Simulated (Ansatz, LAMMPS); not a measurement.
# Relaxing ionic liquid ethylpyridinium Br- with water, from a frame at 450 K (195 atoms), part 2 of 3

Wanted: the relaxed structure of ionic liquid ethylpyridinium Br- with water, from a frame at 450 K (195 atoms) and its electronic structure.

Ansatz 0.2.0; Kohn-Sham DFT, PBE+D4, PAW (set soft_2), plane waves.

The cell: 63 C, 9 N, 106 H, 8 O and 9 Br. The network of contacts between molecules at the start is that of the classical potential that made the cell. Sampling is at Γ alone, for a cell whose shortest periodic width is 13 Å.

So far. Step 3 (Single point at the start): Neighbours are counted within 1.34 Å (H-C), 1.21 Å (H-O), 1.85 Å (C-C), 1.79 Å (C-N).

## 4. Cell and atoms relaxed

Cell and atoms are freed together, to release stress as well as forces.

File input.yaml:

```yaml
crystal:
  lattice:
    - [12.89026, 0.0, 0.0]
    - [0.0, 12.89026, 0.0]
    - [0.0, 0.0, 12.89026]
  atoms:
    [... the 195 atom lines of step 3 ...]
kpoints:
  mp_grid: { grid: [1, 1, 1] }
hamiltonian:
  xc: pbe
  dispersion: d4
scf:
  occupations: { method: fixed }
output:
  forces: true
relax:
  f_tol: 0.05
  max_steps: 200
  cell: {}
```

Run with:

```bash
$ ansatz run input.yaml --threads 4 --pin off --max-ram 8192MiB --backend cpu --events-out ev --progress --plain --runs-dir out
```

Numbers of over 12 decimals in the logs are rounded to 6 here.

Output:

```text
[...]
Crystal: 195 atoms, lattice volume = 2141.830 Å³
Basis set: ecut = 420 eV, 41851 PW (Γ), exchange–correlation on 180×180×180 points (8 copies of the dense FFT grid, shifted against one another)
Bands: 452, of which v1, the nominal top of the filled ones, is band 257 counted from 1 (256 counted from 0)
Symmetry: 1 space group operations
[...]
k-points: 1
[...]
SCF iter   1: F=—  HF=-50558.249589 eV  |F-HF|=—  |Δ(HF+E_count)|=         —  Δρ=5.72e-3  dr2=2.31e0  ethr=1.77e-3  ⟨swp⟩=5.0  Hψ=1444  notcnv=0  defer=189
[...]
SCF iter   3: F=—  HF=-50557.478835 eV  |F-HF|=—  |Δ(HF+E_count)|=   1.09e-1  Δρ=1.35e-3  dr2=6.94e-2  ethr=6.88e-5  ⟨swp⟩=2.0  Hψ=436  notcnv=0  defer=76
automatic band count: iteration 3 solves 335 bands in place of 452: the levels show a gap, and the empty bands left out lie too high to hold charge; the band table lists the bands solved (type scf.n_extra_bands for more)
SCF iter   4: F=—  HF=-50557.464057 eV  |F-HF|=—  |Δ(HF+E_count)|=   1.48e-2  Δρ=6.33e-4  dr2=1.12e-2  ethr=1.35e-5  ⟨swp⟩=3.0  Hψ=602  notcnv=0  defer=76
[...]
SCF iter  10: F=-50557.463661 eV  HF=-50557.463661 eV  |F-HF|=4.03e-8  |Δ(HF+E_count)|=   2.55e-7  Δρ=1.46e-6  dr2=5.71e-8  ethr=1.95e-11  ⟨swp⟩=5.0  Hψ=1187  notcnv=0
SCF 1 converged in 10 iterations: F = -50557.463661 eV  dr2 = 5.71e-8
[...]
relax step   1: F+E_penalty+E_count = -50557.46366070 eV  Δ(F+E_penalty+E_count) = +0.000e0 eV  max|allowed force component| = 5.336e0 eV/Å  Δτ_max = 0.0000 Å  P = +1.026 GPa  Ω = 2141.830 Å³  (10 SCF iters, dr2 threshold 1.00e-7 eV, accepted)
[... from here on, the SCF cycles and remarks between the steps are left out ...]
relax step   2: F+E_penalty+E_count = -50565.52529044 eV  Δ(F+E_penalty+E_count) = -8.062e0 eV  max|allowed force component| = 2.206e0 eV/Å  Δτ_max = 0.1966 Å  P = -0.518 GPa  Ω = 2153.941 Å³  energy of the carried Pulay correction = -2.694e-2 eV  (7 SCF iters, dr2 threshold 1.95e-5 eV, accepted)
relax step   3: F+E_penalty+E_count = -50567.66609565 eV  Δ(F+E_penalty+E_count) = -2.141e0 eV  max|allowed force component| = 1.108e0 eV/Å  Δτ_max = 0.1947 Å  P = -0.745 GPa  Ω = 2141.772 Å³  energy of the carried Pulay correction = +1.288e-4 eV  (7 SCF iters, dr2 threshold 1.95e-5 eV, accepted)
relax step   4: F+E_penalty+E_count = -50568.56388144 eV  Δ(F+E_penalty+E_count) = -8.978e-1 eV  max|allowed force component| = 6.231e-1 eV/Å  Δτ_max = 0.1980 Å  P = -0.230 GPa  Ω = 2109.556 Å³  energy of the carried Pulay correction = +7.254e-2 eV  (7 SCF iters, dr2 threshold 1.95e-5 eV, accepted)
relax step   5: F+E_penalty+E_count = -50569.01314362 eV  Δ(F+E_penalty+E_count) = -4.493e-1 eV  max|allowed force component| = 6.550e-1 eV/Å  Δτ_max = 0.1951 Å  P = -0.052 GPa  Ω = 2088.879 Å³  energy of the carried Pulay correction = +1.196e-1 eV  (7 SCF iters, dr2 threshold 1.95e-5 eV, accepted)
relax step   6: F+E_penalty+E_count = -50569.16846504 eV  Δ(F+E_penalty+E_count) = -1.553e-1 eV  max|allowed force component| = 2.428e0 eV/Å  Δτ_max = 0.1932 Å  P = -0.031 GPa  Ω = 2081.882 Å³  energy of the carried Pulay correction = +1.356e-1 eV  (7 SCF iters, dr2 threshold 1.95e-5 eV, accepted)
relax step   7: F+E_penalty+E_count = -50569.48751514 eV  Δ(F+E_penalty+E_count) = -3.191e-1 eV  max|allowed force component| = 1.165e0 eV/Å  Δτ_max = 0.2000 Å  P = -0.057 GPa  Ω = 2086.973 Å³  energy of the carried Pulay correction = +1.240e-1 eV  (7 SCF iters, dr2 threshold 1.95e-5 eV, accepted)
relax step   8: F+E_penalty+E_count = -50569.75092890 eV  Δ(F+E_penalty+E_count) = -2.634e-1 eV  max|allowed force component| = 4.461e-1 eV/Å  Δτ_max = 0.2000 Å  P = -0.049 GPa  Ω = 2076.437 Å³  energy of the carried Pulay correction = +1.481e-1 eV  (7 SCF iters, dr2 threshold 1.95e-5 eV, accepted)
relax step   9: F+E_penalty+E_count = -50569.86131921 eV  Δ(F+E_penalty+E_count) = -1.104e-1 eV  max|allowed force component| = 6.265e-1 eV/Å  Δτ_max = 0.1919 Å  P = -0.318 GPa  Ω = 2079.212 Å³  energy of the carried Pulay correction = +1.417e-1 eV  (7 SCF iters, dr2 threshold 1.24e-5 eV, accepted)
relax step  10: F+E_penalty+E_count = -50569.92164381 eV  Δ(F+E_penalty+E_count) = -6.032e-2 eV  max|allowed force component| = 6.658e-1 eV/Å  Δτ_max = 0.1091 Å  P = -0.070 GPa  Ω = 2082.767 Å³  energy of the carried Pulay correction = +1.336e-1 eV  (7 SCF iters, dr2 threshold 1.95e-5 eV, accepted)
relax step  11: F+E_penalty+E_count = -50569.98953150 eV  Δ(F+E_penalty+E_count) = -6.789e-2 eV  max|allowed force component| = 4.361e-1 eV/Å  Δτ_max = 0.2000 Å  P = +0.243 GPa  Ω = 2081.561 Å³  energy of the carried Pulay correction = +1.364e-1 eV  (7 SCF iters, dr2 threshold 1.95e-5 eV, accepted)
relax step  12: F+E_penalty+E_count = -50570.00554738 eV  Δ(F+E_penalty+E_count) = -1.602e-2 eV  max|allowed force component| = 4.631e-1 eV/Å  Δτ_max = 0.1942 Å  P = -0.404 GPa  Ω = 2085.351 Å³  energy of the carried Pulay correction = +1.277e-1 eV  (7 SCF iters, dr2 threshold 1.19e-5 eV, accepted)
[...]
relax step  56: F+E_penalty+E_count = -50570.49540594 eV  Δ(F+E_penalty+E_count) = -2.967e-3 eV  max|allowed force component| = 9.201e-2 eV/Å  Δτ_max = 0.0326 Å  P = -0.022 GPa  Ω = 2105.967 Å³  energy of the carried Pulay correction = +8.067e-2 eV  (7 SCF iters, dr2 threshold 8.04e-7 eV, accepted)
relax step  57: F+E_penalty+E_count = -50570.49899611 eV  Δ(F+E_penalty+E_count) = -3.590e-3 eV  max|allowed force component| = 8.565e-2 eV/Å  Δτ_max = 0.0893 Å  P = -0.029 GPa  Ω = 2106.612 Å³  energy of the carried Pulay correction = +7.921e-2 eV  (8 SCF iters, dr2 threshold 5.29e-7 eV, accepted)
relax step  58: F+E_penalty+E_count = -50570.50179976 eV  Δ(F+E_penalty+E_count) = -2.804e-3 eV  max|allowed force component| = 7.979e-2 eV/Å  Δτ_max = 0.0613 Å  P = -0.008 GPa  Ω = 2106.815 Å³  energy of the carried Pulay correction = +7.875e-2 eV  (8 SCF iters, dr2 threshold 4.58e-7 eV, accepted)
relax step  59: F+E_penalty+E_count = -50570.50088933 eV  Δ(F+E_penalty+E_count) = +9.104e-4 eV  max|allowed force component| = 2.608e-1 eV/Å  Δτ_max = 0.1246 Å  P = -0.017 GPa  Ω = 2107.044 Å³  energy of the carried Pulay correction = +7.823e-2 eV  (8 SCF iters, dr2 threshold 3.98e-7 eV, rejected (line search))
relax step  60: F+E_penalty+E_count = -50570.50492774 eV  Δ(F+E_penalty+E_count) = -3.128e-3 eV  max|allowed force component| = 4.187e-2 eV/Å  Δτ_max = 0.0614 Å  P = +0.017 GPa  Ω = 2107.311 Å³  energy of the carried Pulay correction = +7.762e-2 eV  (11 SCF iters, accepted)
relax step  61: F+E_penalty+E_count = -50570.50615706 eV  Δ(F+E_penalty+E_count) = -1.229e-3 eV  max|allowed force component| = 4.437e-2 eV/Å  Δτ_max = 0.0951 Å  P = -0.034 GPa  Ω = 2107.204 Å³  energy of the carried Pulay correction = +7.787e-2 eV  (11 SCF iters, accepted)
relax step  62: F+E_penalty+E_count = -50570.50285794 eV  Δ(F+E_penalty+E_count) = +3.299e-3 eV  max|allowed force component| = 1.763e-1 eV/Å  Δτ_max = 0.0730 Å  P = -0.075 GPa  Ω = 2108.043 Å³  energy of the carried Pulay correction = +7.596e-2 eV  (11 SCF iters, rejected (line search))
relax step  63: F+E_penalty+E_count = -50570.50766452 eV  Δ(F+E_penalty+E_count) = -1.507e-3 eV  max|allowed force component| = 4.335e-2 eV/Å  Δτ_max = 0.0341 Å  P = +0.019 GPa  Ω = 2107.660 Å³  energy of the carried Pulay correction = +7.683e-2 eV  (11 SCF iters, accepted)
relax step  64: F+E_penalty+E_count = -50570.45684845 eV  Δ(F+E_penalty+E_count) = +5.082e-2 eV  max|allowed force component| = 4.380e-2 eV/Å  Δτ_max = 0.0000 Å  P = -0.017 GPa  Ω = 2107.660 Å³  stress off target by 8.44e-2 GPa  SCF on the basis re-selected at this cell (its energy is not comparable with the rows above)  (6 SCF iters)
relax step  65: F+E_penalty+E_count = -50570.47636355 eV  Δ(F+E_penalty+E_count) = -1.952e-2 eV  max|allowed force component| = 3.336e-2 eV/Å  Δτ_max = 0.0455 Å  P = -0.030 GPa  Ω = 2101.919 Å³  energy of the carried Pulay correction = +1.311e-2 eV  (9 SCF iters, dr2 threshold 1.78e-8 eV, accepted)
relax step  66: F+E_penalty+E_count = -50570.48938892 eV  Δ(F+E_penalty+E_count) = -1.303e-2 eV  max|allowed force component| = 5.423e-2 eV/Å  Δτ_max = 0.0262 Å  P = -0.019 GPa  Ω = 2097.751 Å³  energy of the carried Pulay correction = +2.267e-2 eV  (9 SCF iters, dr2 threshold 9.54e-9 eV, accepted)
relax step  67: F+E_penalty+E_count = -50570.49313943 eV  Δ(F+E_penalty+E_count) = -3.751e-3 eV  max|allowed force component| = 4.271e-2 eV/Å  Δτ_max = 0.0141 Å  P = +0.009 GPa  Ω = 2096.705 Å³  energy of the carried Pulay correction = +2.511e-2 eV  (7 SCF iters, dr2 threshold 1.84e-7 eV, accepted)
relax step  68: F+E_penalty+E_count = -50570.47055185 eV  Δ(F+E_penalty+E_count) = +2.259e-2 eV  max|allowed force component| = 4.252e-2 eV/Å  Δτ_max = 0.0000 Å  P = +0.002 GPa  Ω = 2096.705 Å³  stress off target by 2.55e-2 GPa  SCF on the basis re-selected at this cell (its energy is not comparable with the rows above)  (5 SCF iters)
[...]
SCF converged after 5 iterations
Free energy (F): -50570.470552 eV
[...]
Internal energy: -50570.470552 eV  (E = F + TS)
E sigma→0 (E₀):  -50570.470552 eV
Fermi energy:    0.343326 eV
[...]
--- Forces (eV/Å), atoms counted from 1 ---
  atom   1  C      0.00000034     0.00119988     0.00071319
  atom   2  C     -0.00292623    -0.00252704     0.00010194
  atom   3  N     -0.00024232    -0.00221955    -0.00399487
  atom   4  C      0.00102671     0.00223962     0.00017251
  atom   5  C     -0.00207731    -0.00166863    -0.00216883
  atom   6  C      0.00299681    -0.00362891    -0.00139764
  atom   7  C     -0.00538671     0.00029040    -0.00194989
  atom   8  C      0.00193084     0.00417439     0.00493088
  atom   9  H     -0.00082179     0.00217438    -0.00017851
  atom  10  H     -0.00132455    -0.00140848     0.00077755
  atom  11  H      0.00111853     0.00044208     0.00053889
  atom  12  H      0.00168105    -0.00068082    -0.00044336
  atom  13  H     -0.00108670     0.00001908     0.00210007
  atom  14  H     -0.00287738     0.00220969     0.00051754
[...]
atom 194  Br     0.00120090    -0.00112071    -0.00052829
  atom 195  Br     0.00074424    -0.00193548     0.00257610
  max |Σ_I F_I| component: 1.70e-5 eV/Å
--- Stress (GPa, compression-positive) ---
       -0.013944       0.002010       0.000561
        0.002011       0.002174      -0.014255
        0.000560      -0.014256       0.016757
  P = ⅓ Tr σ = 0.0017 GPa (0.017 kbar)
--- Relaxed structure (66 steps of the walk, 62 accepted, 2 SCFs on fresh bases) ---
  F+E_penalty+E_count = -50570.47055185 eV   max|allowed force component| = 4.252e-2 eV/Å   (the final SCF, on the basis selected at the relaxed cell)
  cell:  # Å, volume = 2096.7052 Å³
    - [12.555637, 0.148122, -0.054830]
    - [0.148122, 12.821875, -0.264313]
    - [-0.054830, -0.264313, 13.031518]
  atoms:
    - { symbol: C, position: [0.967135, 0.717266, 0.181157] }
    - { symbol: C, position: [0.881037, 0.721359, 0.262453] }
    - { symbol: N, position: [0.772340, 0.718423, 0.217306] }
    - { symbol: C, position: [0.707195, 0.803431, 0.224875] }
[...]
- { symbol: Br, position: [0.468430, 0.451550, 0.235484] }
```

It took 23 min on 4 threads of Arm Neoverse V2, shared host; peak memory 2.6 GiB; 87 min of CPU time.

Relaxation path (22 of 68):

| step | energy less that of the first step (eV) | largest force component (eV/Å) | pressure (GPa) | volume (Å³) |
| --- | --- | --- | --- | --- |
| 1 | 0.0000 | 5.3359 | 1.03 | 2141.83 |
| 4 | -11.1002 | 0.6231 | -0.23 | 2109.56 |
| 7 | -12.0239 | 1.1653 | -0.06 | 2086.97 |
| 11 | -12.5259 | 0.4361 | 0.24 | 2081.56 |
| 14 | -12.6279 | 0.1465 | 0.01 | 2084.63 |
| 17 | -12.6877 | 0.4405 | -0.08 | 2091.59 |
| 20 | -12.7304 | 0.4172 | -0.03 | 2095.59 |
| 23 | -12.7636 | 0.3398 | -0.21 | 2100.38 |
| 27 | -12.8248 | 0.2690 | -0.12 | 2099.08 |
| 30 | -12.8535 | 0.2747 | 0.00 | 2101.40 |
| 33 | -12.8777 | 0.0913 | -0.03 | 2103.07 |
| 36 | -12.8867 | 0.2052 | -0.03 | 2105.49 |
| 39 | -12.8930 | 0.0458 | -0.02 | 2107.16 |
| 42 | -12.8997 | 0.1233 | -0.23 | 2109.09 |
| 46 | -12.9382 | 0.3136 | -0.15 | 2107.81 |
| 49 | -12.9848 | 0.3234 | -0.01 | 2103.59 |
| 52 | -12.9732 | 1.0122 | -0.09 | 2105.35 |
| 55 | -13.0288 | 0.1134 | -0.07 | 2105.12 |
| 58 | -13.0381 | 0.0798 | -0.01 | 2106.82 |
| 62 | -13.0392 | 0.1763 | -0.08 | 2108.04 |
| 65 | -13.0127 | 0.0334 | -0.03 | 2101.92 |
| 68* | -13.0069 | 0.0425 | 0.00 | 2096.71 |

Relaxation steps marked * repeat the geometry before them on a plane-wave basis chosen anew for their cell, so energy and pressure can jump there. Other such steps can lie between the rows shown. Relaxation steps 43, 52, 59, 62 were tried and not accepted.

| cell as run | before | after | change |
| --- | --- | --- | --- |
| a (Å) | 12.890 | 12.557 | -2.6 % |
| b (Å) | 12.890 | 12.825 | -0.5 % |
| c (Å) | 12.890 | 13.034 | +1.1 % |
| α (°) | 90.00 | 92.35 | +2.6 % |
| β (°) | 90.00 | 90.50 | +0.6 % |
| γ (°) | 90.00 | 88.66 | -1.5 % |
| volume (Å³/atom) | 10.98 | 10.75 | -2.1 % |

The atoms that moved most (Å, as changes of fractional coordinates times the final cell):

| atom | dx | dy | dz | length |
| --- | --- | --- | --- | --- |
| H160 | 2.224 | 2.353 | -0.744 | 3.322 |
| H143 | -0.404 | 2.416 | 2.155 | 3.262 |
| H159 | 3.141 | 0.858 | -0.154 | 3.259 |
| H142 | 0.033 | 2.746 | 0.619 | 2.815 |
| H155 | -1.537 | -2.045 | 1.079 | 2.776 |
| H161 | 0.545 | 2.388 | -1.193 | 2.725 |
| C150 | 1.954 | 1.574 | -0.676 | 2.599 |
| C149 | 2.427 | 0.727 | -0.343 | 2.557 |

The relaxation changed the energy by -66.7 meV/atom, and atoms moved by 1.2 Å r.m.s., 3.3 Å at most.

## 5. Distances and neighbours after relaxation

Bonds before and after, by the cutoffs listed below:

| pair | bonds before | bonds after | mean before (Å) | mean after (Å) | spread before (Å) | spread after (Å) |
| --- | --- | --- | --- | --- | --- | --- |
| H-C | 90 | 90 | 1.088 | 1.093 | 0.033 | 0.005 |
| H-O | 16 | 16 | 1.000 | 0.986 | 0.000 | 0.003 |
| C-C | 45 | 45 | 1.416 | 1.414 | 0.069 | 0.052 |
| C-N | 27 | 27 | 1.387 | 1.396 | 0.066 | 0.062 |

Density 1.45 g/cm³, 10.75 Å³ an atom.

g(r), total and by pair (bins of 0.2 Å):

| r (Å) | total | H-H | H-C | H-Br | H-N | H-O | C-C |
| --- | --- | --- | --- | --- | --- | --- | --- |
| 0.90 | 0.74 | 0.00 | 0.00 | 0.00 | 0.00 | 16.55 | 0.00 |
| 1.10 | 3.41 | 0.00 | 9.70 | 0.00 | 0.00 | 0.00 | 0.00 |
| 1.30 | 1.26 | 0.00 | 0.00 | 0.00 | 0.00 | 0.00 | 8.00 |
| 1.50 | 0.50 | 0.49 | 0.00 | 0.00 | 0.00 | 0.00 | 1.62 |
| 1.70 | 0.47 | 1.60 | 0.00 | 0.00 | 0.00 | 0.00 | 0.00 |
| 1.90 | 0.07 | 0.09 | 0.00 | 0.00 | 0.00 | 0.89 | 0.00 |
| 2.10 | 1.57 | 0.32 | 3.12 | 0.00 | 7.30 | 0.22 | 0.00 |
| 2.30 | 0.65 | 0.66 | 0.00 | 1.31 | 0.00 | 1.14 | 1.86 |
| 2.50 | 1.30 | 2.65 | 0.48 | 0.99 | 0.00 | 0.46 | 2.04 |
| 2.70 | 0.67 | 0.78 | 0.26 | 1.54 | 1.50 | 0.82 | 0.99 |
| 2.90 | 0.61 | 0.72 | 0.46 | 2.82 | 0.64 | 1.16 | 0.05 |
| 3.10 | 0.85 | 1.17 | 0.87 | 1.56 | 0.00 | 1.62 | 0.27 |
| 3.30 | 1.10 | 0.95 | 1.45 | 0.72 | 1.80 | 1.54 | 0.16 |
| 3.50 | 1.02 | 0.88 | 1.18 | 0.99 | 1.10 | 0.72 | 0.78 |
| 3.70 | 1.00 | 0.88 | 0.91 | 0.82 | 0.57 | 1.01 | 1.38 |
| 3.90 | 1.11 | 0.87 | 1.33 | 1.16 | 0.99 | 1.23 | 0.75 |
| 4.10 | 0.99 | 0.91 | 0.95 | 0.78 | 1.09 | 1.01 | 1.17 |
| 4.30 | 1.08 | 1.14 | 0.98 | 1.42 | 0.96 | 1.33 | 1.09 |
| 4.50 | 0.99 | 0.98 | 1.08 | 1.47 | 0.91 | 0.54 | 0.94 |
| 4.70 | 1.05 | 1.19 | 1.05 | 0.95 | 0.68 | 1.02 | 0.96 |
| 4.90 | 1.00 | 1.02 | 0.96 | 0.95 | 1.17 | 1.16 | 0.89 |
| 5.10 | 0.92 | 0.89 | 0.95 | 0.60 | 0.85 | 0.95 | 0.97 |
| 5.30 | 0.98 | 1.02 | 1.01 | 0.88 | 0.91 | 1.05 | 0.99 |
| 5.50 | 0.95 | 0.95 | 0.97 | 0.93 | 1.31 | 1.00 | 0.78 |
| 5.70 | 0.95 | 1.03 | 0.96 | 1.05 | 0.97 | 0.73 | 0.83 |
| 5.90 | 0.96 | 0.95 | 0.91 | 0.70 | 1.01 | 1.08 | 0.91 |
| 6.10 | 1.06 | 1.04 | 1.09 | 0.96 | 1.15 | 0.87 | 1.04 |

Bonds by pair of elements; cutoffs follow the first minimum of g(r), held within bounds set by covalent radii, and pairs that aren't listed don't count as bonded:

| pair A-B | cutoff (Å) | bonds | mean length (Å) | spread (Å) | shortest (Å) | B about A | A about B |
| --- | --- | --- | --- | --- | --- | --- | --- |
| H-C | 1.34 | 90 | 1.09 | 0.005 | 1.08 | 0.849 | 1.43 |
| H-O | 1.21 | 16 | 0.986 | 0.003 | 0.981 | 0.151 | 2 |
| C-C | 1.85 | 45 | 1.41 | 0.052 | 1.38 | 1.43 | 1.43 |
| C-N | 1.79 | 27 | 1.40 | 0.062 | 1.35 | 0.429 | 3 |

How many atoms have how many bonded neighbours:

| element | mean | 0 | 1 | 2 | 3 | 4 |
| --- | --- | --- | --- | --- | --- | --- |
| Br | 0 | 9 | 0 | 0 | 0 | 0 |
| C | 3.29 | 0 | 0 | 0 | 45 | 18 |
| H | 1 | 0 | 106 | 0 | 0 | 0 |
| N | 3 | 0 | 0 | 0 | 9 | 0 |
| O | 2 | 0 | 0 | 8 | 0 | 0 |

Bond angles (no mean is given where the spread exceeds 20°):

| angle | count | mean (°) | spread (°) |
| --- | --- | --- | --- |
| C-C-H | 117 | 117 | 5.2 |
| H-C-N | 36 | 112 | 5.2 |
| H-C-H | 36 | 109 | 1.1 |
| C-C-N | 27 | 118 | 3.9 |
| C-C-C | 27 | 119 | 0.3 |

Bond length by coordination (bonds to H left out):

| element | coordination | atoms | mean bond length (Å) |
| --- | --- | --- | --- |
| C | 3 | 45 | 1.38 |
| C | 4 | 18 | 1.51 |

Rings of the network by King's shortest-path rule, up to 12 atoms, one path for each pair of neighbours; H, halogens, alkali and alkaline-earth atoms are left out, and the last column divides by all other atoms, bonded or not:

| ring size (atoms) | rings | per network atom |
| --- | --- | --- |
| 6 | 9 | 0.112 |

Counting bonds as in the table, 71 % of C atoms have 3, all H atoms have 1 and all N atoms have 3 bonded neighbours. The C-C-H angle averages 117° with a spread of 5°. All rings counted have 6 atoms.

[end of part 2 of 3]

[Logs are printed without paths, hosts, clocks, repeated set-up lines and the standing remarks that a program may print on its own settings, such as how far it seeks lower states.]

[Hosts, paths, dates, database ids (printed as entryN), source tags and the programs' standing remarks are cut or masked in the printed files.]
